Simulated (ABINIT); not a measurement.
# BeInCl3 (Pm-3m): third-order response

Wanted: vibrational spectra of BeInCl3 (Pm-3m) from linear and non-linear response.

Program: ABINIT 10.8.3. Level of theory: DFT LDA, scalar-relativistic, plane waves, HGH norm-conserving pseudopotentials. Results are calculated unless marked as measured.

The structure was built from a prototype and need not be the compound's stable phase.

### 1. Starting point

It takes space group Pm-3m (No. 221, cubic). Conventional cell: a = 4.430 Å, b = 4.430 Å, c = 4.430 Å, α = 90.00°, β = 90.00°, γ = 90.00°. Nearest to In lie 12 Cl at 3.13 Å. Nearest to Be lie 6 Cl at 2.21 Å. Cl has 2 Be at 2.21 Å and 4 In at 3.13 Å nearest. Farther neighbours and most contacts between anions are not listed.

### 2. A first look

A first run with smearing and empty bands tells whether the crystal has a gap, which decides between fixed occupations and smearing later on.

The input, probe.abi:

```
# ground state
tolvrs 1.0d-08
prtden 1
prtwf 1

# basis, mesh and filling
ecut 40.0
ixc 7
ngkpt 4 4 4
nshiftk 1
shiftk 0.0 0.0 0.0
istwfk *1
occopt 7
tsmear 0.005
nband 20
nstep 100
diemac 9.0
prtebands 0
prtgsr 0

# cell and atoms
acell 8.370730842 8.370730842 8.370730842
rprim 
    1.0 0.0 0.0
    0.0 1.0 0.0
    0.0 0.0 1.0
ntypat 3
znucl 49 4 17
natom 5
typat 1 2 3 3 3
xred 
    0.0 0.0 0.0
    0.5 0.5 0.5
    0.5 0.5 0.0
    0.5 0.0 0.5
    0.0 0.5 0.5
pp_dirpath "./pseudo"
pseudos "In.hgh, Be.hgh, Cl.hgh"
```

The run is started by

```bash
$ OMP_NUM_THREADS=1 mpirun -n 4 abinit probe.abi > probe.log
```

Numbers of over 12 decimals in the logs are rounded to 6 here.

probe.abo, the main output file:

```text
[banners, grids, parts of the stress and lines that vanish by symmetry left out]
- input  file    -> probe.abi
- output file    -> probe.abo
- root for input  files -> probei
[...]
Symmetries : space group Pm -3 m (#221); Bravais cP (primitive cubic)
[...]
mpw =        7120          nfft =      110592          nkpt =          10
[...]
== DATASET  1 ==================================================================
[...]
cutoff_energies: {ecut:  40.0, pawecutdg:  -1.0, }
[...]
Exchange-correlation functional for the present dataset will be:
  LDA: Perdew-Wang 92 LSD fit to Ceperley-Alder data - ixc=7
[...]
ETOT  1  -48.254640288670    -4.825E+01 3.102E-02 2.166E+02
 ETOT  2  -48.317105869392    -6.247E-02 1.429E-02 2.983E+01
 ETOT  3  -48.323350621128    -6.245E-03 1.136E-03 7.713E-01
 ETOT  4  -48.323478699469    -1.281E-04 7.010E-04 1.905E-02
 ETOT  5  -48.323480223931    -1.524E-06 1.965E-04 1.029E-04
 ETOT  6  -48.323480232526    -8.595E-09 1.829E-04 5.259E-07
 ETOT  7  -48.323480232577    -5.095E-11 4.983E-05 6.354E-09
 At SCF step    7       vres2   =  6.35E-09 < tolvrs=  1.00E-08 =>converged.
[...]
sigma(1 1)= -1.36564136E-04  sigma(3 2)=  0.00000000E+00
  sigma(2 2)= -1.36564136E-04  sigma(3 1)=  0.00000000E+00
  sigma(3 3)= -1.36564136E-04  sigma(2 1)=  0.00000000E+00
[...]
convergence: {deltae: -5.095E-11, res2:  6.354E-09, residm:  4.983E-05, diffor: null, }
etotal    :  -4.83234802E+01
[...]
sigma(1 1)= -1.36564136E-04  sigma(3 2)=  0.00000000E+00
  sigma(2 2)= -1.36564136E-04  sigma(3 1)=  0.00000000E+00
  sigma(3 3)= -1.36564136E-04  sigma(2 1)=  0.00000000E+00
[...]
- sigma(1 1)= -4.01785559E+00  sigma(3 2)=  0.00000000E+00
- sigma(2 2)= -4.01785559E+00  sigma(3 1)=  0.00000000E+00
- sigma(3 3)= -4.01785559E+00  sigma(2 1)=  0.00000000E+00
[...]
fcart     -0.0000000000E+00 -0.0000000000E+00 -0.0000000000E+00
           strten     -1.3656413562E-04 -1.3656413562E-04 -1.3656413562E-04
================================================================================

[key lines of the parts left out:]
pressure_GPa:   4.0179E+00
```

Elapsed: 9.9 s, on 4 MPI ranks of Arm Neoverse V1, shared host; 39 s of CPU time.

Read from the output:

```
volume per atom   : 17.38 Å³
pressure          : 4.018 GPa
gap on the k-mesh : 1.989 eV
```

A gap of 2.0 eV opens on this mesh, so the crystal is taken as an insulator; the printed pressure holds the stress of the finite basis too.

### 3. Rough relaxation

The typed start is rough, so a first relaxation with smearing and loose thresholds takes it towards rest cheaply.

The input, prerelax.abi:

```
# relaxation
ionmov 2
optcell 2
dilatmx 1.15
chkdilatmx 0
ntime 40
tolmxf 3.0d-04
tolvrs 1.0d-10
prtwf 0
prtden 0
chksymtnons 0

# basis, mesh and filling
ecut 40.0
ecutsm 3.0
ixc 7
ngkpt 4 4 4
nshiftk 1
shiftk 0.0 0.0 0.0
istwfk *1
occopt 7
tsmear 0.005
nband 20
nstep 100
diemac 9.0
prtebands 0
prtgsr 0

# cell and atoms
acell 8.370730842 8.370730842 8.370730842
rprim 
    1.0 0.0 0.0
    0.0 1.0 0.0
    0.0 0.0 1.0
ntypat 3
znucl 49 4 17
natom 5
typat 1 2 3 3 3
xred 
    0.0 0.0 0.0
    0.5 0.5 0.5
    0.5 0.5 0.0
    0.5 0.0 0.5
    0.0 0.5 0.5
pp_dirpath "./pseudo"
pseudos "In.hgh, Be.hgh, Cl.hgh"
```

The run is started by

```bash
$ OMP_NUM_THREADS=1 mpirun -n 4 abinit prerelax.abi > prerelax.log
```

prerelax.abo, the main output file:

```text
[banners, grids, parts of the stress and lines that vanish by symmetry left out]
- input  file    -> prerelax.abi
- output file    -> prerelax.abo
- root for input  files -> prerelaxi
[...]
Symmetries : space group Pm -3 m (#221); Bravais cP (primitive cubic)
[...]
mpw =       10827          nfft =      216000          nkpt =          10
[...]
== DATASET  1 ==================================================================
[...]
cutoff_energies: {ecut:  40.0, pawecutdg:  -1.0, }
[...]
Exchange-correlation functional for the present dataset will be:
  LDA: Perdew-Wang 92 LSD fit to Ceperley-Alder data - ixc=7
[...]
ETOT  1  -48.244440456678    -4.824E+01 3.727E-02 4.408E+02
 ETOT  2  -48.315263935190    -7.082E-02 2.504E-03 7.236E+01
 ETOT  3  -48.323041450698    -7.778E-03 4.561E-04 1.397E+00
 ETOT  4  -48.323143213509    -1.018E-04 4.748E-04 3.718E-02
[...]
ETOT  7  -48.326090835976    -3.546E-12 1.539E-06 5.820E-12
 At SCF step    7       vres2   =  5.82E-12 < tolvrs=  1.00E-10 =>converged.
[...]
sigma(1 1)= -5.41595960E-07  sigma(3 2)=  0.00000000E+00
  sigma(2 2)= -5.41595960E-07  sigma(3 1)=  0.00000000E+00
  sigma(3 3)= -5.41595960E-07  sigma(2 1)=  0.00000000E+00
[...]
convergence: {deltae: -3.546E-12, res2:  5.820E-12, residm:  1.539E-06, diffor: null, }
etotal    :  -4.83260908E+01
[...]
At Broyd/MD step   4, gradients are converged :
[...]
sigma(1 1)= -5.41595960E-07  sigma(3 2)=  0.00000000E+00
  sigma(2 2)= -5.41595960E-07  sigma(3 1)=  0.00000000E+00
  sigma(3 3)= -5.41595960E-07  sigma(2 1)=  0.00000000E+00
[...]
- sigma(1 1)= -1.59343033E-02  sigma(3 2)=  0.00000000E+00
- sigma(2 2)= -1.59343033E-02  sigma(3 1)=  0.00000000E+00
- sigma(3 3)= -1.59343033E-02  sigma(2 1)=  0.00000000E+00
[...]
fcart     -0.0000000000E+00 -0.0000000000E+00 -0.0000000000E+00
           strten     -5.4159596035E-07 -5.4159596035E-07 -5.4159596035E-07
================================================================================

[key lines of the parts left out:]
pressure_GPa:   1.5934E-02
Total energy (etotal) [Ha]= -4.83260908359762E+01
```

The job ended after 75 s (4 MPI ranks; 5 min of CPU time).

Relaxation path:

```tsv
step	energy less that of the first step (eV)	largest force (eV/Å)	volume (Å³)
1	0.0000	0.0000	86.91
2	-0.0277	0.0000	88.07
3	-0.0799	0.0000	92.82
4	-0.0802	0.0000	93.21
```

```tsv
conventional cell, symmetrised	before	after	change
a (Å)	4.430	4.534	+2.4 %
b (Å)	4.430	4.534	+2.4 %
c (Å)	4.430	4.534	+2.4 %
volume (Å³/atom)	17.38	18.64	+7.2 %
```

Final coordinates:

```xyz
5
Lattice="4.5341 0.0000 0.0000 0.0000 4.5341 0.0000 0.0000 0.0000 4.5341" Properties=species:S:1:pos:R:3 pbc="T T T"
In    0.0000    0.0000    0.0000
Be    2.2670    2.2670    2.2670
Cl    2.2670    2.2670    0.0000
Cl    2.2670    0.0000    2.2670
Cl    0.0000    2.2670    2.2670
```

Read from the output:

| Item | Value |
| --- | --- |
| volume per atom | 18.64 Å³ |
| pressure | 0.01593 GPa |
| gap on the k-mesh | 1.843 eV |

The volume changes by +7.2 % in this run and stands +7.2 % from the first cell.

### 4. Relaxation

The harmonic expansion needs vanishing forces, and a free crystal bears no stress, so cell and atoms are brought to rest. Stress is more sensitive to the basis than forces are: the last 3 Ha under the cutoff are smoothed with ecutsm, and the cutoff is raised above that of the later runs.

The input, relax.abi:

```
# relaxation
ionmov 2
optcell 2
dilatmx 1.08
ntime 40
tolmxf 1.0d-05
tolvrs 1.0d-14
prtwf 0
prtden 0
chksymtnons 0

# basis, mesh and filling
ecut 49.0
ecutsm 3.0
ixc 7
ngkpt 4 4 4
nshiftk 1
shiftk 0.0 0.0 0.0
istwfk *1
occopt 1
nband 13
nstep 100
diemac 9.0
prtebands 0
prtgsr 0

# cell and atoms
acell 8.568183626 8.568183626 8.568183626
rprim 
    1.0 0.0 0.0
    0.0 1.0 0.0
    0.0 0.0 1.0
ntypat 3
znucl 49 4 17
natom 5
typat 1 2 3 3 3
xred 
    0.0 0.0 0.0
    0.5 0.5 0.5
    0.5 0.5 0.0
    0.5 0.0 0.5
    0.0 0.5 0.5
pp_dirpath "./pseudo"
pseudos "In.hgh, Be.hgh, Cl.hgh"
```

The run is started by

```bash
$ OMP_NUM_THREADS=1 mpirun -n 4 abinit relax.abi > relax.log
```

relax.abo, the main output file:

```text
[banners, grids, parts of the stress and lines that vanish by symmetry left out]
- input  file    -> relax.abi
- output file    -> relax.abo
- root for input  files -> relaxi
[...]
Symmetries : space group Pm -3 m (#221); Bravais cP (primitive cubic)
[...]
mpw =       13041          nfft =      216000          nkpt =          10
[...]
== DATASET  1 ==================================================================
[...]
cutoff_energies: {ecut:  49.0, pawecutdg:  -1.0, }
[...]
Exchange-correlation functional for the present dataset will be:
  LDA: Perdew-Wang 92 LSD fit to Ceperley-Alder data - ixc=7
[...]
ETOT  1  -48.215122171124    -4.822E+01 4.790E-02 3.940E+02
 ETOT  2  -48.321095633713    -1.060E-01 3.104E-05 5.416E+01
 ETOT  3  -48.327239243776    -6.144E-03 6.485E-05 1.713E+00
 ETOT  4  -48.327393171133    -1.539E-04 1.311E-06 4.264E-02
 ETOT  5  -48.327395264503    -2.093E-06 7.166E-08 5.934E-04
[...]
At SCF step   11       vres2   =  1.72E-15 < tolvrs=  1.00E-14 =>converged.
[...]
sigma(1 1)= -2.31017781E-07  sigma(3 2)=  0.00000000E+00
  sigma(2 2)= -2.31017781E-07  sigma(3 1)=  0.00000000E+00
  sigma(3 3)= -2.31017781E-07  sigma(2 1)=  0.00000000E+00
[...]
convergence: {deltae: -1.549E-12, res2:  1.724E-15, residm:  1.214E-18, diffor: null, }
etotal    :  -4.83273953E+01
[...]
ETOT  1  -48.327395288223    -4.833E+01 6.184E-12 4.855E-05
[...]
At SCF step    7       vres2   =  6.42E-16 < tolvrs=  1.00E-14 =>converged.
[...]
sigma(1 1)= -1.93417265E-07  sigma(3 2)=  0.00000000E+00
  sigma(2 2)= -1.93417265E-07  sigma(3 1)=  0.00000000E+00
  sigma(3 3)= -1.93417265E-07  sigma(2 1)=  0.00000000E+00
[...]
convergence: {deltae:  3.126E-13, res2:  6.421E-16, residm:  3.253E-19, diffor: null, }
etotal    :  -4.83273953E+01
[...]
ETOT  1  -48.327395233937    -4.833E+01 8.723E-10 1.285E-03
[...]
ETOT  7  -48.327395297117     1.300E-12 6.615E-18 1.626E-14
 ETOT  8  -48.327395297120    -3.162E-12 5.724E-20 9.873E-16
 At SCF step    8       vres2   =  9.87E-16 < tolvrs=  1.00E-14 =>converged.
[...]
sigma(1 1)= -5.88756166E-11  sigma(3 2)=  0.00000000E+00
  sigma(2 2)= -5.88756162E-11  sigma(3 1)=  0.00000000E+00
  sigma(3 3)= -5.88756158E-11  sigma(2 1)=  0.00000000E+00
[...]
convergence: {deltae: -3.162E-12, res2:  9.873E-16, residm:  5.724E-20, diffor: null, }
etotal    :  -4.83273953E+01
[...]
At Broyd/MD step   3, gradients are converged :
[...]
sigma(1 1)= -5.88756166E-11  sigma(3 2)=  0.00000000E+00
  sigma(2 2)= -5.88756162E-11  sigma(3 1)=  0.00000000E+00
  sigma(3 3)= -5.88756158E-11  sigma(2 1)=  0.00000000E+00
[...]
- sigma(1 1)= -1.73218044E-06  sigma(3 2)=  0.00000000E+00
- sigma(2 2)= -1.73218043E-06  sigma(3 1)=  0.00000000E+00
- sigma(3 3)= -1.73218042E-06  sigma(2 1)=  0.00000000E+00
[...]
fcart     -0.0000000000E+00 -0.0000000000E+00 -0.0000000000E+00
           strten     -5.8875616622E-11 -5.8875616188E-11 -5.8875615754E-11
================================================================================

[key lines of the parts left out:]
pressure_GPa:   1.7322E-06
Total energy (etotal) [Ha]= -4.83273952971198E+01
```

Run time: 43 s. Hardware: 4 MPI ranks.

Little changed from the start: no atom moved by 0.005 Å and no cell edge by 0.1 %.

Numbers from this step:

```
pressure : 1.73e-6 GPa
```

The volume changes by +0.0 % in this run and stands +7.3 % from the first cell.

### 5. Self-consistent run for the response

First-order wavefunctions inherit every error of the ground state, hence the very tight tolvrs. The mesh is shifted off Γ, since shifted meshes converge sums over the zone faster.

The input, gs.abi:

```
# ground state
tolvrs 1.0d-16
prtden 1
prtwf 1

# basis, mesh and filling
ecut 40.0
ixc 7
ngkpt 4 4 4
nshiftk 1
shiftk 0.5 0.5 0.5
istwfk *1
occopt 1
nband 13
nstep 100
diemac 9.0
prtebands 0
prtgsr 0

# cell and atoms
acell 8.568548509 8.568548509 8.568548509
rprim 
    1.0 0.0 0.0
    0.0 1.0 0.0
    0.0 0.0 1.0
ntypat 3
znucl 49 4 17
natom 5
typat 1 2 3 3 3
xred 
    0.0 0.0 0.0
    0.5 0.5 0.5
    0.5 0.5 0.0
    0.5 0.0 0.5
    0.0 0.5 0.5
pp_dirpath "./pseudo"
pseudos "In.hgh, Be.hgh, Cl.hgh"
```

The run is started by

```bash
$ OMP_NUM_THREADS=1 mpirun -n 4 abinit gs.abi > gs.log
```

gs.abo, the main output file:

```text
[banners, grids, parts of the stress and lines that vanish by symmetry left out]
- input  file    -> gs.abi
- output file    -> gs.abo
- root for input  files -> gsi
[...]
Symmetries : space group Pm -3 m (#221); Bravais cP (primitive cubic)
[...]
mpw =        7625          nfft =      125000          nkpt =           4
[...]
== DATASET  1 ==================================================================
[...]
cutoff_energies: {ecut:  40.0, pawecutdg:  -1.0, }
[...]
Exchange-correlation functional for the present dataset will be:
  LDA: Perdew-Wang 92 LSD fit to Ceperley-Alder data - ixc=7
[...]
ETOT  1  -48.238620408725    -4.824E+01 3.568E-02 2.310E+02
 ETOT  2  -48.319226165082    -8.061E-02 7.257E-06 3.665E+01
 ETOT  3  -48.326565582124    -7.339E-03 6.087E-05 9.907E-01
 ETOT  4  -48.326705208708    -1.396E-04 1.284E-06 1.890E-02
 ETOT  5  -48.326706602763    -1.394E-06 4.524E-08 5.574E-04
[...]
ETOT 11  -48.326706637778     1.329E-12 2.914E-19 1.899E-15
 ETOT 12  -48.326706637778    -1.350E-13 4.239E-21 7.565E-18
 At SCF step   12       vres2   =  7.56E-18 < tolvrs=  1.00E-16 =>converged.
[...]
sigma(1 1)=  1.23079582E-05  sigma(3 2)=  0.00000000E+00
  sigma(2 2)=  1.23079582E-05  sigma(3 1)=  0.00000000E+00
  sigma(3 3)=  1.23079582E-05  sigma(2 1)=  0.00000000E+00
[...]
convergence: {deltae: -1.350E-13, res2:  7.565E-18, residm:  4.239E-21, diffor: null, }
etotal    :  -4.83267066E+01
[...]
sigma(1 1)=  1.23079582E-05  sigma(3 2)=  0.00000000E+00
  sigma(2 2)=  1.23079582E-05  sigma(3 1)=  0.00000000E+00
  sigma(3 3)=  1.23079582E-05  sigma(2 1)=  0.00000000E+00
[...]
- sigma(1 1)=  3.62112632E-01  sigma(3 2)=  0.00000000E+00
- sigma(2 2)=  3.62112632E-01  sigma(3 1)=  0.00000000E+00
- sigma(3 3)=  3.62112632E-01  sigma(2 1)=  0.00000000E+00
[...]
fcart     -0.0000000000E+00 -0.0000000000E+00 -0.0000000000E+00
           strten      1.2307958208E-05  1.2307958208E-05  1.2307958208E-05
================================================================================

[key lines of the parts left out:]
pressure_GPa:  -3.6211E-01
```

Wall time 4.7 s (4 MPI ranks).

Read from the output:

```
pressure : -0.3621 GPa
```

The cell stands at -0.36 GPa: the relaxation ran with a smoothed and higher cutoff and on another k mesh.

### 6. The gap at rest

Empty bands on the ground state's density check that the gap assumed so far is there in this cell.

The input, gap.abi:

```
# empty bands on the ground state's density
iscf -2
getden_filepath "gso_DEN"
tolwfr 1.0d-12
nbdbuf 2
prtwf 0

# basis, mesh and filling
ecut 40.0
ixc 7
ngkpt 4 4 4
nshiftk 1
shiftk 0.0 0.0 0.0
istwfk *1
occopt 1
nband 17
nstep 100
diemac 9.0
prtebands 0
prtgsr 0

# cell and atoms
acell 8.568548509 8.568548509 8.568548509
rprim 
    1.0 0.0 0.0
    0.0 1.0 0.0
    0.0 0.0 1.0
ntypat 3
znucl 49 4 17
natom 5
typat 1 2 3 3 3
xred 
    0.0 0.0 0.0
    0.5 0.5 0.5
    0.5 0.5 0.0
    0.5 0.0 0.5
    0.0 0.5 0.5
pp_dirpath "./pseudo"
pseudos "In.hgh, Be.hgh, Cl.hgh"
```

The run is started by

```bash
$ OMP_NUM_THREADS=1 mpirun -n 4 abinit gap.abi > gap.log
```

gap.abo, the main output file:

```text
[banners, grids, parts of the stress and lines that vanish by symmetry left out]
- input  file    -> gap.abi
- output file    -> gap.abo
- root for input  files -> gapi
[...]
Symmetries : space group Pm -3 m (#221); Bravais cP (primitive cubic)
[...]
mpw =        7664          nfft =      125000          nkpt =          10
[...]
== DATASET  1 ==================================================================
[...]
cutoff_energies: {ecut:  40.0, pawecutdg:  -1.0, }
[...]
Exchange-correlation functional for the present dataset will be:
  LDA: Perdew-Wang 92 LSD fit to Ceperley-Alder data - ixc=7
[...]
-outvars: echo values of variables after computation
            acell      8.5685485090E+00  8.5685485090E+00  8.5685485090E+00 Bohr
================================================================================
```

It took 13 s on 4 MPI ranks.

This step gave:

| Quantity | Value |
| --- | --- |
| gap on the k-mesh | 1.844 eV |

In this cell the gap on the mesh is 1.8 eV, indirect (smallest direct 2.6 eV), so fixed occupations hold.

(Part 1 of 3 ends here.)

[Host names and launcher messages were left out of these logs when they were recorded.]

[Logs are printed without paths, hosts, clocks, repeated set-up lines and the standing remarks that a program may print on its own settings, such as how far it seeks lower states.]

[Hosts, paths, dates, database ids (printed as entryN), source tags and the programs' standing remarks are cut or masked in the printed files.]
